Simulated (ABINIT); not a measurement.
# BaTiO3 (Pm-3m): a self-consistent loop beyond G0W0, cycle by cycle, part 2 of 3

How far does self-consistency move the gap of BaTiO3 (Pm-3m)?

ABINIT 10.8.3; LDA and many-body steps on it, plane waves. Known limits of the many-body steps: not at the basis limit; no spin-orbit coupling; coarse k mesh.

So far. Step 4 (G0W0): The gap on the mesh goes from 1.71 eV to 3.29 eV, a correction of +1.57 eV. Step 5 (evGW0, cycle 1): Against G0W0 in ABINIT (4×4×4 mesh, 140 bands, screening to 130.6 eV, Godby-Needs plasmon pole), the gap moves by +0.456 eV. This first cycle still uses the starting levels; it takes the full correction, at all points of the mesh, and its linearised value is 3.287 eV.

## 6. evGW0, cycle 2

Level of this step: evGW0 on LDA, plane waves, norm-conserving pseudopotentials (ABINIT).

The corrected levels of the last cycle go back in.

Input file run.abi:

```
acell 3*1.0 Angstrom
rprim 
  4.006000000000 0.000000000000 0.000000000000
  0.000000000000 4.006000000000 0.000000000000
  0.000000000000 0.000000000000 4.006000000000
ntypat 3
znucl 56 22 8
natom 5
typat 1 2 3 3 3
xred 
  0.500000000000 0.500000000000 0.500000000000
  0.000000000000 0.000000000000 0.000000000000
  0.500000000000 0.000000000000 0.000000000000
  0.000000000000 0.500000000000 0.000000000000
  0.000000000000 0.000000000000 0.500000000000
pp_dirpath "pseudos"
pseudos "Ba.upf, Ti.upf, O.upf"
ecut 38
ngkpt 4 4 4
nshiftk 1
shiftk 0 0 0
kptopt 1
chksymbreak 0
istwfk *1
occopt 1
irdwfk 1
optdriver 4
nband 140
gwcalctyp 10
ecutsigx 38
symsigma 1
nkptgw 10
kptgw 
  0.0000000000 0.0000000000 0.0000000000
  0.2500000000 0.0000000000 0.0000000000
  0.5000000000 0.0000000000 0.0000000000
  0.2500000000 0.2500000000 0.0000000000
  0.5000000000 0.2500000000 0.0000000000
  0.5000000000 0.5000000000 0.0000000000
  0.2500000000 0.2500000000 0.2500000000
  0.5000000000 0.2500000000 0.2500000000
  0.5000000000 0.5000000000 0.2500000000
  0.5000000000 0.5000000000 0.5000000000
bdgw 
  12 69
  12 69
  12 69
  12 69
  12 69
  12 69
  12 69
  12 69
  12 69
  12 69
ecuteps 4.8
irdscr 1
ppmodel 1
irdqps 1
indata_prefix "in"
outdata_prefix "out"
tmpdata_prefix "tmp"
```

The run is started by

```
> OMP_NUM_THREADS=1 mpirun -n 8 abinit run.abi > log
```

The program printed:

```text
.Version 10.8.3 of ABINIT. v10.8.2 released Aug 2026.

 Symmetries : space group Pm -3 m (#221); Bravais cP (primitive cubic)
[... echo of the input left out ...]
== DATASET  1 ==================================================================
-   mpi_nproc: 8, omp_nthreads: 1 (-1 if OMP is not activated)

--- !DatasetInfo
iteration_state: {dtset: 1, }
dimensions: {natom: 5, nkpt: 10, mband: 140, nsppol: 1, nspinor: 1, nspden: 1, mpw: 4945, }
cutoff_energies: {ecut:  38.0, pawecutdg:  -1.0, }
[...]
.  kptgw no:  3; Maximum DeltaE = (   0.476  -0.003) for band index: 54
[...]
.  kptgw no:  9; Maximum DeltaE = (  -0.008  -0.032) for band index: 42
.  kptgw no: 10; Maximum DeltaE = (   0.069   0.063) for band index: 45

== END DATASET(S) ==============================================================
================================================================================

 -outvars: echo values of variables after computation  --------
           etotal      0.0000000000E+00
            nband         140
             nkpt          10
          spgroup         221
 [... the other variables as echoed above ...]

 Calculation completed.
```

Run time: 9.3 min. Hardware: 8 MPI ranks of Arm Neoverse V1, shared host; peak memory 8.9 GiB; 75 min of CPU time.

Numbers from this step:

* quasiparticle gap on the mesh: 3.623 eV
* gap of the density functional on the mesh: 1.712 eV
* k of the valence top: 0.5, 0.5, 0.5
* k of the conduction bottom: 0, 0, 0
* least direct quasiparticle gap on the computed points: 3.766 eV

Against the cycle before, the gap moves by −0.120 eV.

## 7. evGW0, cycle 3

run.abi is that of step 6.

The program printed:

```text
.Version 10.8.3 of ABINIT. v10.8.2 released Aug 2026.

 Symmetries : space group Pm -3 m (#221); Bravais cP (primitive cubic)
[... echo of the input left out ...]
== DATASET  1 ==================================================================
-   mpi_nproc: 8, omp_nthreads: 1 (-1 if OMP is not activated)

--- !DatasetInfo
iteration_state: {dtset: 1, }
dimensions: {natom: 5, nkpt: 10, mband: 140, nsppol: 1, nspinor: 1, nspden: 1, mpw: 4945, }
cutoff_energies: {ecut:  38.0, pawecutdg:  -1.0, }
[...]
.  kptgw no:  3; Maximum DeltaE = (   0.143   0.297) for band index: 48
[...]
.  kptgw no:  9; Maximum DeltaE = (  -0.027   0.001) for band index: 46
.  kptgw no: 10; Maximum DeltaE = (   0.007  -0.003) for band index: 51

== END DATASET(S) ==============================================================
================================================================================

 -outvars: echo values of variables after computation  --------
           etotal      0.0000000000E+00
            nband         140
             nkpt          10
          spgroup         221
 [... the other variables as echoed above ...]

 Calculation completed.
```

The job ended after 9.4 min (8 MPI ranks; peak memory 8.9 GiB; 75 min of CPU time).

This step gave:

```
quasiparticle gap on the mesh                         : 3.621 eV
gap of the density functional on the mesh             : 1.712 eV
k of the valence top                                  : 0.5, 0.5, 0.5
k of the conduction bottom                            : 0, 0, 0
least direct quasiparticle gap on the computed points : 3.767 eV
```

Against the cycle before, the gap moves by −0.002 eV.

## 8. Screening, 4×4×4 mesh, 140 bands, screening to 130.6 eV

This step: RPA screening on LDA, plane waves, norm-conserving pseudopotentials.

Input file run.abi:

```
acell 3*1.0 Angstrom
rprim 
  4.006000000000 0.000000000000 0.000000000000
  0.000000000000 4.006000000000 0.000000000000
  0.000000000000 0.000000000000 4.006000000000
ntypat 3
znucl 56 22 8
natom 5
typat 1 2 3 3 3
xred 
  0.500000000000 0.500000000000 0.500000000000
  0.000000000000 0.000000000000 0.000000000000
  0.500000000000 0.000000000000 0.000000000000
  0.000000000000 0.500000000000 0.000000000000
  0.000000000000 0.000000000000 0.500000000000
pp_dirpath "pseudos"
pseudos "Ba.upf, Ti.upf, O.upf"
ecut 38
ngkpt 4 4 4
nshiftk 1
shiftk 0 0 0
kptopt 1
chksymbreak 0
istwfk *1
occopt 1
irdwfk 1
optdriver 3
nband 140
ecuteps 4.8
inclvkb 2
awtr 1
symchi 1
gwcalctyp 10
mbpt_sciss 2.041 eV
nqptdm 1
qptdm 
  0 0 0
indata_prefix "in"
outdata_prefix "out"
tmpdata_prefix "tmp"
```

The program printed:

```text
.Version 10.8.3 of ABINIT. v10.8.2 released Aug 2026.

 Symmetries : space group Pm -3 m (#221); Bravais cP (primitive cubic)
[... echo of the input left out ...]
== DATASET  1 ==================================================================
-   mpi_nproc: 8, omp_nthreads: 1 (-1 if OMP is not activated)

--- !DatasetInfo
iteration_state: {dtset: 1, }
dimensions: {natom: 5, nkpt: 10, mband: 140, nsppol: 1, nspinor: 1, nspden: 1, mpw: 4945, }
cutoff_energies: {ecut:  38.0, pawecutdg:  -1.0, }
electrons: {nelect:   4.00000000E+01, charge:   0.00000000E+00, occopt:   1.00000000E+00, tsmear:   1.00000000E-02, }

 SCREENING: Calculation of the susceptibility and dielectric matrices

 Based on a program developped by R.W. Godby, V. Olevano, G. Onida, and L. Reining.
 Incorporated in ABINIT by V. Olevano, G.-M. Rignanese, and M. Torrent.
.Using double precision arithmetic ; gwpc =  8

[... cell and pseudopotentials left out ...]
--------------------------------------------------------------------------------

 ==== K-mesh for the wavefunctions ====
 Number of points in the irreducible wedge :    10
[... list of points left out ...]
 Together with 48 symmetry operations and time-reversal symmetry
 yields    64 points in the full Brillouin Zone.

 ==== Q-mesh for the screening function ====
 Number of points in the irreducible wedge :    10
[... list of points left out ...]
 Together with 48 symmetry operations and time-reversal symmetry
 yields    64 points in the full Brillouin Zone.

 setmesh: FFT mesh size selected  =    30x   30x   30
          total number of points  =        27000

 vcoul_init : cutoff-mode = AUXILIARY_FUNCTION
 q-points for optical limit:   1
     1)      0.000010    0.000020    0.000030

 Dielectric matrix will be calculated only for some
 selected q points provided by the user through the input variables
 nqptdm and qptdm

- screening: taking advantage of time-reversal symmetry
- Maximum band index for partially occupied states nbvw = 20
- Remaining bands to be divided among processors   nbcw = 120
- Number of bands treated by each node ~15

 rdqps: reading QP wavefunctions of the previous step
        looking for file in_QPS
 file not found, 1st iteration initialized with KS eigenelements

 screening : performing a first self-consistency
 update of the energies in W by a scissor operator
 applying a scissor operator of [eV] :   2.041

 Number of electrons calculated from density =   40.0000; Expected =   40.0000
 average of density, n =  0.092200
 r_s =    1.3732
 omega_plasma =   29.2901 [eV]

 calculating chi0 at frequencies [eV] :
  1    0.000000E+00    0.000000E+00
  2    0.000000E+00    2.929010E+01

--------------------------------------------------------------------------------
  q-point number  1        q = ( 0.000000, 0.000000, 0.000000) [r.l.u.]
--------------------------------------------------------------------------------
[... chi0 elements left out ...]
 For q-point:  0.000010 0.000020 0.000030
  dielectric constant =   5.3953
  dielectric constant without local fields =   5.7000

  Average fulfillment of the sum rule on Im[epsilon] for q-point    1 :     73.31  [%]
[... wings left out ...]
== END DATASET(S) ==============================================================
================================================================================

 -outvars: echo values of variables after computation  --------
           etotal      0.0000000000E+00
            nband         140
             nkpt          10
          spgroup         221
 [... the other variables as echoed above ...]

 Calculation completed.
```

It took 15 s on 8 MPI ranks; peak memory 2 GiB.

This step gave:

```yaml
eps_infinity_with_local_fields_on_this_mesh_along_the_program_s_q_direction: 5.395
the_same_without_local_fields: 5.7
plasma_frequency: 29.29 eV
plane_waves_in_the_screening_matrix: 203
```

This screening uses the functional's bands under a rigid shift, the mean opening of the cycle before.

## 9. Screening, 4×4×4 mesh, 140 bands, screening to 130.6 eV

This step: RPA screening on LDA from quasiparticle energies, plane waves, norm-conserving pseudopotentials.

run.abi: that of step 8 with these lines changed.

```diff
@@ -32,7 +32,15 @@
 symchi 1
+irdqps 1
 gwcalctyp 10
-mbpt_sciss 2.041 eV
-nqptdm 1
+nqptdm 9
 qptdm 
-  0 0 0
+  0.2500000000 0.0000000000 0.0000000000
+  0.5000000000 0.0000000000 0.0000000000
+  0.2500000000 0.2500000000 0.0000000000
+  0.5000000000 0.2500000000 0.0000000000
+  0.5000000000 0.5000000000 0.0000000000
+  0.2500000000 0.2500000000 0.2500000000
+  0.5000000000 0.2500000000 0.2500000000
+  0.5000000000 0.5000000000 0.2500000000
+  0.5000000000 0.5000000000 0.5000000000
 indata_prefix "in"
```

Input file mrgscr.stdin:

```
2
merged
q0_SCR
out_SCR
1
```

The run is started by

```
> OMP_NUM_THREADS=1 mpirun -n 8 abinit run.abi > log; mrgscr < mrgscr.stdin
```

The program printed:

```text
.Version 10.8.3 of ABINIT. v10.8.2 released Aug 2026.

 Symmetries : space group Pm -3 m (#221); Bravais cP (primitive cubic)
[... echo of the input left out ...]
== DATASET  1 ==================================================================
-   mpi_nproc: 8, omp_nthreads: 1 (-1 if OMP is not activated)

--- !DatasetInfo
iteration_state: {dtset: 1, }
dimensions: {natom: 5, nkpt: 10, mband: 140, nsppol: 1, nspinor: 1, nspden: 1, mpw: 4945, }
cutoff_energies: {ecut:  38.0, pawecutdg:  -1.0, }
[...]
q-point number  1        q = ( 0.250000, 0.000000, 0.000000) [r.l.u.]
--------------------------------------------------------------------------------
[... chi0 elements left out ...]
  Average fulfillment of the sum rule on Im[epsilon] for q-point    2 :     85.53  [%]

--------------------------------------------------------------------------------
  q-point number  2        q = ( 0.500000, 0.000000, 0.000000) [r.l.u.]
--------------------------------------------------------------------------------
[... chi0 elements left out ...]
  Average fulfillment of the sum rule on Im[epsilon] for q-point    3 :     79.46  [%]

 [... 7 further q-points ...]
```

Run time: 40 s. Hardware: 8 MPI ranks; peak memory 2 GiB.

Numbers from this step:

- plasma frequency: 29.29 eV
- plane waves in the screening matrix: 203

This screening reads the quasiparticle levels of the cycle before.

## 10. evGW, cycle 1

This step: evGW on LDA, plane waves, norm-conserving pseudopotentials.

run.abi: that of step 9 with these lines changed.

```diff
@@ -26,12 +26,10 @@
 irdwfk 1
-optdriver 3
+optdriver 4
 nband 140
-ecuteps 4.8
-inclvkb 2
-awtr 1
-symchi 1
-irdqps 1
 gwcalctyp 10
-nqptdm 9
-qptdm 
+ecutsigx 38
+symsigma 1
+nkptgw 10
+kptgw 
+  0.0000000000 0.0000000000 0.0000000000
   0.2500000000 0.0000000000 0.0000000000
@@ -45,2 +43,17 @@
   0.5000000000 0.5000000000 0.5000000000
+bdgw 
+  12 69
+  12 69
+  12 69
+  12 69
+  12 69
+  12 69
+  12 69
+  12 69
+  12 69
+  12 69
+ecuteps 4.8
+irdscr 1
+ppmodel 1
+irdqps 1
 indata_prefix "in"
```

The run is started by

```
> OMP_NUM_THREADS=1 mpirun -n 8 abinit run.abi > log
```

The program printed:

```text
.Version 10.8.3 of ABINIT. v10.8.2 released Aug 2026.

 Symmetries : space group Pm -3 m (#221); Bravais cP (primitive cubic)
[... echo of the input left out ...]
== DATASET  1 ==================================================================
-   mpi_nproc: 8, omp_nthreads: 1 (-1 if OMP is not activated)

--- !DatasetInfo
iteration_state: {dtset: 1, }
dimensions: {natom: 5, nkpt: 10, mband: 140, nsppol: 1, nspinor: 1, nspden: 1, mpw: 4945, }
cutoff_energies: {ecut:  38.0, pawecutdg:  -1.0, }
[...]
.  kptgw no:  3; Maximum DeltaE = (   0.855  -0.316) for band index: 57
[...]
.  kptgw no:  9; Maximum DeltaE = (   0.638  -0.013) for band index: 48
.  kptgw no: 10; Maximum DeltaE = (   0.326  -0.129) for band index: 45

== END DATASET(S) ==============================================================
================================================================================

 -outvars: echo values of variables after computation  --------
           etotal      0.0000000000E+00
            nband         140
             nkpt          10
          spgroup         221
 [... the other variables as echoed above ...]

 Calculation completed.
```

Elapsed: 9.3 min, on 8 MPI ranks; peak memory 8.9 GiB.

Numbers from this step:

```yaml
quasiparticle_gap_on_the_mesh: 4.208 eV
gap_of_the_density_functional_on_the_mesh: 1.712 eV
k_of_the_valence_top: 0.5, 0.5, 0.5
k_of_the_conduction_bottom: 0, 0, 0
least_direct_quasiparticle_gap_on_the_computed_points: 4.33 eV
```

Against G0W0 in ABINIT (4×4×4 mesh, 140 bands, screening to 130.6 eV, Godby-Needs plasmon pole), the gap moves by +0.921 eV.

## 11. Screening, 4×4×4 mesh, 140 bands, screening to 130.6 eV

This step: RPA screening on LDA, plane waves, norm-conserving pseudopotentials.

Input file run.abi:

```
acell 3*1.0 Angstrom
rprim 
  4.006000000000 0.000000000000 0.000000000000
  0.000000000000 4.006000000000 0.000000000000
  0.000000000000 0.000000000000 4.006000000000
ntypat 3
znucl 56 22 8
natom 5
typat 1 2 3 3 3
xred 
  0.500000000000 0.500000000000 0.500000000000
  0.000000000000 0.000000000000 0.000000000000
  0.500000000000 0.000000000000 0.000000000000
  0.000000000000 0.500000000000 0.000000000000
  0.000000000000 0.000000000000 0.500000000000
pp_dirpath "pseudos"
pseudos "Ba.upf, Ti.upf, O.upf"
ecut 38
ngkpt 4 4 4
nshiftk 1
shiftk 0 0 0
kptopt 1
chksymbreak 0
istwfk *1
occopt 1
irdwfk 1
optdriver 3
nband 140
ecuteps 4.8
inclvkb 2
awtr 1
symchi 1
gwcalctyp 10
mbpt_sciss 2.649 eV
nqptdm 1
qptdm 
  0 0 0
indata_prefix "in"
outdata_prefix "out"
tmpdata_prefix "tmp"
```

The program printed:

```text
.Version 10.8.3 of ABINIT. v10.8.2 released Aug 2026.

 Symmetries : space group Pm -3 m (#221); Bravais cP (primitive cubic)
[... echo of the input left out ...]
== DATASET  1 ==================================================================
-   mpi_nproc: 8, omp_nthreads: 1 (-1 if OMP is not activated)

--- !DatasetInfo
iteration_state: {dtset: 1, }
dimensions: {natom: 5, nkpt: 10, mband: 140, nsppol: 1, nspinor: 1, nspden: 1, mpw: 4945, }
cutoff_energies: {ecut:  38.0, pawecutdg:  -1.0, }
[...]
[... chi0 elements left out ...]
 For q-point:  0.000010 0.000020 0.000030
  dielectric constant =   5.0838
  dielectric constant without local fields =   5.3655

  Average fulfillment of the sum rule on Im[epsilon] for q-point    1 :     74.57  [%]
[... wings left out ...]
== END DATASET(S) ==============================================================
================================================================================

 -outvars: echo values of variables after computation  --------
           etotal      0.0000000000E+00
            nband         140
             nkpt          10
          spgroup         221
 [... the other variables as echoed above ...]

 Calculation completed.
```

It took 15 s on 8 MPI ranks; peak memory 2 GiB.

This step gave:

```yaml
eps_infinity_with_local_fields_on_this_mesh_along_the_program_s_q_direction: 5.084
the_same_without_local_fields: 5.365
plasma_frequency: 29.29 eV
plane_waves_in_the_screening_matrix: 203
```

This screening uses the functional's bands under a rigid shift, the mean opening of the cycle before.

## 12. Screening, 4×4×4 mesh, 140 bands, screening to 130.6 eV

This step: RPA screening on LDA from quasiparticle energies, plane waves, norm-conserving pseudopotentials.

run.abi: that of step 11 with these lines changed.

```diff
@@ -32,7 +32,15 @@
 symchi 1
+irdqps 1
 gwcalctyp 10
-mbpt_sciss 2.649 eV
-nqptdm 1
+nqptdm 9
 qptdm 
-  0 0 0
+  0.2500000000 0.0000000000 0.0000000000
+  0.5000000000 0.0000000000 0.0000000000
+  0.2500000000 0.2500000000 0.0000000000
+  0.5000000000 0.2500000000 0.0000000000
+  0.5000000000 0.5000000000 0.0000000000
+  0.2500000000 0.2500000000 0.2500000000
+  0.5000000000 0.2500000000 0.2500000000
+  0.5000000000 0.5000000000 0.2500000000
+  0.5000000000 0.5000000000 0.5000000000
 indata_prefix "in"
```

mrgscr.stdin is that of step 9.

The run is started by

```
> OMP_NUM_THREADS=1 mpirun -n 8 abinit run.abi > log; mrgscr < mrgscr.stdin
```

The program printed:

```text
.Version 10.8.3 of ABINIT. v10.8.2 released Aug 2026.

 Symmetries : space group Pm -3 m (#221); Bravais cP (primitive cubic)
[... echo of the input left out ...]
== DATASET  1 ==================================================================
-   mpi_nproc: 8, omp_nthreads: 1 (-1 if OMP is not activated)

--- !DatasetInfo
iteration_state: {dtset: 1, }
dimensions: {natom: 5, nkpt: 10, mband: 140, nsppol: 1, nspinor: 1, nspden: 1, mpw: 4945, }
cutoff_energies: {ecut:  38.0, pawecutdg:  -1.0, }
[...]
q-point number  1        q = ( 0.250000, 0.000000, 0.000000) [r.l.u.]
--------------------------------------------------------------------------------
[... chi0 elements left out ...]
  Average fulfillment of the sum rule on Im[epsilon] for q-point    2 :     87.56  [%]

--------------------------------------------------------------------------------
  q-point number  2        q = ( 0.500000, 0.000000, 0.000000) [r.l.u.]
--------------------------------------------------------------------------------
[... chi0 elements left out ...]
  Average fulfillment of the sum rule on Im[epsilon] for q-point    3 :     80.95  [%]

 [... 7 further q-points ...]
```

The job ended after 39 s (8 MPI ranks; peak memory 2 GiB).

Numbers from this step:

```yaml
plasma_frequency: 29.29 eV
plane_waves_in_the_screening_matrix: 203
```

This screening reads the quasiparticle levels of the cycle before.

## 13. evGW, cycle 2

This step: evGW on LDA, plane waves, norm-conserving pseudopotentials.

run.abi: that of step 12 with these lines changed.

```diff
@@ -26,12 +26,10 @@
 irdwfk 1
-optdriver 3
+optdriver 4
 nband 140
-ecuteps 4.8
-inclvkb 2
-awtr 1
-symchi 1
-irdqps 1
 gwcalctyp 10
-nqptdm 9
-qptdm 
+ecutsigx 38
+symsigma 1
+nkptgw 10
+kptgw 
+  0.0000000000 0.0000000000 0.0000000000
   0.2500000000 0.0000000000 0.0000000000
@@ -45,2 +43,17 @@
   0.5000000000 0.5000000000 0.5000000000
+bdgw 
+  12 69
+  12 69
+  12 69
+  12 69
+  12 69
+  12 69
+  12 69
+  12 69
+  12 69
+  12 69
+ecuteps 4.8
+irdscr 1
+ppmodel 1
+irdqps 1
 indata_prefix "in"
```

The run is started by

```
> OMP_NUM_THREADS=1 mpirun -n 8 abinit run.abi > log
```

The program printed:

```text
.Version 10.8.3 of ABINIT. v10.8.2 released Aug 2026.

 Symmetries : space group Pm -3 m (#221); Bravais cP (primitive cubic)
[... echo of the input left out ...]
== DATASET  1 ==================================================================
-   mpi_nproc: 8, omp_nthreads: 1 (-1 if OMP is not activated)

--- !DatasetInfo
iteration_state: {dtset: 1, }
dimensions: {natom: 5, nkpt: 10, mband: 140, nsppol: 1, nspinor: 1, nspden: 1, mpw: 4945, }
cutoff_energies: {ecut:  38.0, pawecutdg:  -1.0, }
[...]
.  kptgw no:  3; Maximum DeltaE = (  -0.178   0.066) for band index: 55
[...]
.  kptgw no:  9; Maximum DeltaE = (   0.036   0.011) for band index: 47
.  kptgw no: 10; Maximum DeltaE = (  -0.069  -0.041) for band index: 45

== END DATASET(S) ==============================================================
================================================================================

 -outvars: echo values of variables after computation  --------
           etotal      0.0000000000E+00
            nband         140
             nkpt          10
          spgroup         221
 [... the other variables as echoed above ...]

 Calculation completed.
```

Elapsed: 9.3 min, on 8 MPI ranks; peak memory 8.9 GiB.

This step gave:

```
quasiparticle gap on the mesh                         : 4.315 eV
gap of the density functional on the mesh             : 1.712 eV
k of the valence top                                  : 0.5, 0.5, 0.5
k of the conduction bottom                            : 0, 0, 0
least direct quasiparticle gap on the computed points : 4.434 eV
```

Against the cycle before, the gap moves by +0.107 eV.

(Continued in part 3 of 3.)

[Paths, hosts, dates, memory and timing lines, banners, echoed tables and standing remarks are left out of the program output.]

[Logs are printed without paths, hosts, clocks, repeated set-up lines and the standing remarks that a program may print on its own settings, such as how far it seeks lower states.]

[Runs of the session that timed out or met a known fault of the program may be left out.]

[Hosts, paths, dates, database ids (printed as entryN), source tags and the programs' standing remarks are cut or masked in the printed files.]

[G0W0 gaps are taken among the corrected bands and points alone; a level outside them can change the order at an edge.]

[Where Ansatz stands beside ABINIT at settings called matched, ABINIT's density can come from a denser mesh and the files from another edition; pairs whose starting gaps differed by over 0.03 eV were left out, so agreement reads better than it is.]
